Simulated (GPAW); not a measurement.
**How AlN absorbs and reflects light**

Wanted: where AlN starts to absorb, how strongly, and its refractive index.

Calculated with GPAW 26.7.0; DFT, LDA, plane-wave PAW (GPAW data sets), scalar-relativistic, RPA, optical limit.

Report form: the programs' logs are mostly left out.

## (1) Set-up

The structure is cubic, space group F-43m (No. 216). Conventional cell: a = 4.368 Å, b = 4.368 Å, c = 4.368 Å, α = 90.00°, β = 90.00°, γ = 90.00°. Al has 4 N at 1.89 Å nearest. Nearest to N lie 4 Al at 1.89 Å. Farther neighbours and most contacts between anions are not listed.

## (2) Ground state

The self-consistent density comes first; it also tells whether there is a gap, which decides the occupations and the need for a Drude term.

This step: DFT, LDA, plane-wave PAW (GPAW data sets), scalar-relativistic, ground state (GPAW 26.7.0).

The input, gs.py:

```python
from ase import Atoms
from ase.dft.bandgap import bandgap
from gpaw import GPAW, PW, FermiDirac

atoms = Atoms(['Al', 'N'],
              cell=[[0.000000000000, 2.183993559600, 2.183993559600],
                    [2.183993559600, 0.000000000000, 2.183993559600],
                    [2.183993559600, 2.183993559600, 0.000000000000]],
              scaled_positions=[[0.000000000000, 0.000000000000, 0.000000000000],
                                [0.250000000000, 0.250000000000, 0.250000000000]],
              pbc=[True, True, True])
atoms.calc = GPAW(mode=PW(450), xc='LDA', kpts={'size': (9, 9, 9), 'gamma': True},
                  occupations=FermiDirac(0.05), maxiter=150, txt='gs.txt')
print('energy (eV)', atoms.get_potential_energy())
print('Fermi level (eV)', atoms.calc.get_fermi_level())
print('valence electrons', atoms.calc.get_number_of_electrons())
print('gap (eV)', bandgap(atoms.calc, output=None)[0])
print('direct gap (eV)', bandgap(atoms.calc, direct=True, output=None)[0])
atoms.calc.write('gs.gpw')
```

Run with:

```sh
$ OMP_NUM_THREADS=1 python gs.py
```

Elapsed: 3.7 s, on 1 thread of Arm Neoverse V1, shared host; peak memory 0.12 GiB.

Read-outs, printed or worked out from the files:

```
energy                 : -15.23 eV
Fermi energy           : 6.731 eV
gap on the k-mesh      : 3.354 eV
direct gap on the mesh : 4.082 eV
electrons              : 8
```

There is a gap, 3.35 eV on this mesh (points off the mesh can give less), so no carriers' term is needed.

## (3) Bands for the response

At the fixed density, many empty bands are solved on the mesh of the response, since the spectrum sums over them.

This step: DFT, LDA, plane-wave PAW (GPAW data sets), scalar-relativistic, bands at fixed density (GPAW 26.7.0).

The input, nscf.py:

```python
from ase.dft.bandgap import bandgap
from gpaw import GPAW, FermiDirac

calc = GPAW('gs.gpw').fixed_density(kpts={'size': (16, 16, 16), 'gamma': True}, nbands=23, convergence={'bands': 17},
                                    occupations=FermiDirac(0.001), txt='nscf.txt')
print('gap (eV)', bandgap(calc, output=None)[0])
print('direct gap (eV)', bandgap(calc, direct=True, output=None)[0])
print('top band over the Fermi level (eV)', min(calc.get_eigenvalues(kpt=k)[16] for k in range(len(calc.get_ibz_k_points()))) - calc.get_fermi_level())
calc.write('full.gpw', mode='all')
```

Run with:

```sh
$ OMP_NUM_THREADS=1 python nscf.py
```

Wall time 20 s (1 thread); peak memory 0.16 GiB.

This step gave:

- gap on the k-mesh: 3.169 eV

## (4) Dielectric function, RPA

Local fields let the induced charge screen the field inside the cell, which as a rule lowers ε, most along directions where the density is uneven.

This step: DFT, LDA, plane-wave PAW (GPAW data sets), scalar-relativistic, RPA, optical limit (GPAW 26.7.0).

The input, df.py:

```python
from gpaw.response.df import DielectricFunction

df = DielectricFunction('full.gpw', frequencies={'type': 'nonlinear', 'domega0': 0.03, 'omega2': 8},
                        ecut=80,
                        eta=0.1,
                        nbands=17,
                        txt='df.txt')
for direction in ['x']:
    df.get_dielectric_function(xc='RPA', direction=direction, filename=f'df_{direction}.csv')
```

Run with:

```sh
$ OMP_NUM_THREADS=1 python df.py
```

Elapsed: 4.3 s, on 1 thread; peak memory 0.21 GiB.

This step gave:

```
electronic dielectric constant ε∞, mean over x, y and z (by symmetry where fewer were run) : 4.487
main peak of Im epsilon, first axis                                                        : 7.599 eV
```

The Im ε, E ∥ x has structure finer than the step of the table below, so its rows give means over 0.5 eV, whole bins alone (the curve runs from 0 to 15.0 eV). Peaks (eV: height): 7.61: 8.12, 9.82: 4.77, 11.03: 4.95, 12.75: 5.01.

Values under the direct gap are tails of Lorentzian lines. Table of Im ε, E ∥ x by photon energy; means over each step:

photon energy (eV), Im ε, E ∥ x and a bar:
```
      0.5       0.01 
      1.0       0.01 
      1.5       0.02 
      2.0       0.03 
      2.5       0.04 
      3.0       0.05 
      3.5       0.09 
      4.0       0.24 #
      4.5       0.79 ###
      5.0       1.67 #######
      5.5       2.74 ###########
      6.0       3.93 ################
      6.5       4.80 ###################
      7.0       6.63 ###########################
      7.5       7.50 ##############################
      8.0       7.10 ############################
      8.5       3.84 ###############
      9.0       2.78 ###########
      9.5       4.13 #################
     10.0       4.30 #################
     10.5       4.21 #################
     11.0       4.59 ##################
     11.5       4.30 #################
     12.0       4.17 #################
     12.5       4.62 ###################
     13.0       4.40 ##################
     13.5       3.39 ##############
     14.0       3.05 ############
     14.5       2.84 ###########
```

Re ε, E ∥ x against photon energy:

```csv
photon energy (eV),"Re ε, E ∥ x"
0.0,4.49
0.5,4.50
1.0,4.54
1.5,4.62
2.0,4.73
2.5,4.88
3.0,5.11
3.5,5.44
4.0,6.02
4.5,6.47
5.0,7.46
5.5,7.76
6.0,6.99
6.5,7.09
7.0,4.87
7.5,4.26
8.0,0.512
8.5,-0.533
9.0,2.14
9.5,2.26
10.0,1.39
10.5,1.42
11.0,1.31
11.5,0.714
12.0,1.05
12.5,0.495
13.0,-1.29
13.5,-0.915
14.0,-1.06
14.5,-1.36
```

The loss function −Im 1/ε at q → 0, E ∥ x has structure finer than the step of the table below, so its rows give means over 0.5 eV, whole bins alone (the curve runs from 0 to 15.0 eV). Peaks (eV: height): 8.64: 0.343, 10.45: 0.233, 11.79: 0.266, 14.04: 0.315.

Values under the direct gap are tails of Lorentzian lines. Table of loss function −Im 1/ε at q → 0, E ∥ x by energy loss; means over each step:

energy loss (eV), loss function −Im 1/ε at q → 0, E ∥ x and a bar:
```
      0.5      0.000 
      1.0      0.001 
      1.5      0.001 
      2.0      0.001 
      2.5      0.002 
      3.0      0.002 
      3.5      0.003 
      4.0      0.006 #
      4.5      0.018 ##
      5.0      0.031 ###
      5.5      0.044 ####
      6.0      0.061 ######
      6.5      0.068 #######
      7.0      0.092 #########
      7.5      0.103 ##########
      8.0      0.139 ##############
      8.5      0.268 ###########################
      9.0      0.242 #########################
      9.5      0.179 ##################
     10.0      0.199 ####################
     10.5      0.209 #####################
     11.0      0.201 ####################
     11.5      0.228 #######################
     12.0      0.231 ########################
     12.5      0.215 ######################
     13.0      0.215 ######################
     13.5      0.270 ############################
     14.0      0.294 ##############################
     14.5      0.293 ##############################
```

The reflectivity at normal incidence, E ∥ x has structure finer than the step of the table below, so its rows give means over 0.5 eV, whole bins alone (the curve runs from 0 to 15.0 eV). Peaks (eV: height): 8.09: 37.8, 9.89: 24.2, 10.38: 24.7, 11.56: 27.9, 13.08: 37.4.

The reflectivity at normal incidence, E ∥ x by photon energy; means over each step:

photon energy (eV), reflectivity at normal incidence, E ∥ x (%) and a bar from the least value:
```
      0.5       12.9 
      1.0       13.1 
      1.5       13.3 #
      2.0       13.7 #
      2.5       14.2 ##
      3.0       14.9 ###
      3.5       16.0 ####
      4.0       17.7 ######
      4.5       19.4 ########
      5.0       21.6 ###########
      5.5       23.3 #############
      6.0       24.4 ###############
      6.5       25.9 ################
      7.0       28.8 ####################
      7.5       31.3 #######################
      8.0       35.1 ############################
      8.5       27.2 ##################
      9.0       15.2 ###
      9.5       20.8 ##########
     10.0       22.4 ############
     10.5       22.5 ############
     11.0       24.9 ###############
     11.5       25.9 ################
     12.0       24.4 ###############
     12.5       28.1 ###################
     13.0       35.6 #############################
     13.5       34.0 ###########################
     14.0       33.8 ###########################
     14.5       36.5 ##############################
```

Refractive index n and extinction k against photon energy:

```csv
photon energy (eV),n,k
0.0,2.12,0
0.5,2.12,0.00129
1.0,2.13,0.00265
1.5,2.15,0.00419
2.0,2.17,0.00604
2.5,2.21,0.00843
3.0,2.26,0.0119
3.5,2.33,0.0181
4.0,2.45,0.0480
4.5,2.55,0.167
5.0,2.74,0.274
5.5,2.83,0.506
6.0,2.74,0.726
6.5,2.78,0.779
7.0,2.57,1.31
7.5,2.57,1.53
8.0,2.04,1.91
8.5,1.25,1.45
9.0,1.63,0.715
9.5,1.87,1.11
10.0,1.70,1.23
10.5,1.66,1.15
11.0,1.79,1.37
11.5,1.64,1.40
12.0,1.66,1.31
12.5,1.59,1.43
13.0,1.30,1.73
13.5,1.13,1.48
14.0,1.00,1.44
14.5,0.918,1.48
```

Optical constants at common wavelengths, from n + ik = √ε:

```csv
wavelength (nm),n,k,R (%),1/α
1550,2.13,0.002,13.0,59 µm
1064,2.14,0.003,13.1,27 µm
800,2.15,0.004,13.3,15 µm
450,2.23,0.010,14.5,3.6 µm
405,2.27,0.012,15.0,2.6 µm
308,2.46,0.053,17.8,462 nm
248,2.74,0.273,22.1,72 nm
```

Below the direct gap, k and the depth come from the tails of the Lorentzian lines, not from transitions.

Rows near the edge hang on the gap, which this functional as a rule makes too small, and phonon-assisted absorption is left out.

## (5) What came out

```yaml
electronic_dielectric_constant_eps_infinity_mean_over_x_y_and_z_by_symmetry_where_fewer_were_run_rpa: 4.49
main_peak_of_im_epsilon_first_axis: 7.60 eV
```

At this level (LDA, RPA) AlN has ε∞ = 4.49 and n = 2.13 at 1550 nm, and Im ε peaks at 7.6 eV. On the mesh the gap is 3.17 eV and the least direct gap 4.08 eV, so on this mesh the band edges lie at different points. Local fields change the static value along x from 4.83 to 4.49 (-7 %). Distinct maxima of Im ε, read by a parabola through the highest points, lie at 6.86 eV (7.1), 7.60 eV (8.1), 7.92 eV (8.1) and 12.78 eV (5.0). Excitons and phonon-assisted transitions are missing; LDA gaps are as a rule too small, which pulls the onset down and ε∞ up. The sum runs over mesh points, so small or evenly spaced maxima can still be ripples of the mesh.

[Machine, clock and banner lines and Python warnings are left out of the logs.]

[Logs are printed without paths, hosts, clocks, repeated set-up lines and the standing remarks that a program may print on its own settings, such as how far it seeks lower states.]

[Hosts, paths, dates, database ids (printed as entryN), source tags and the programs' standing remarks are cut or masked in the printed files.]
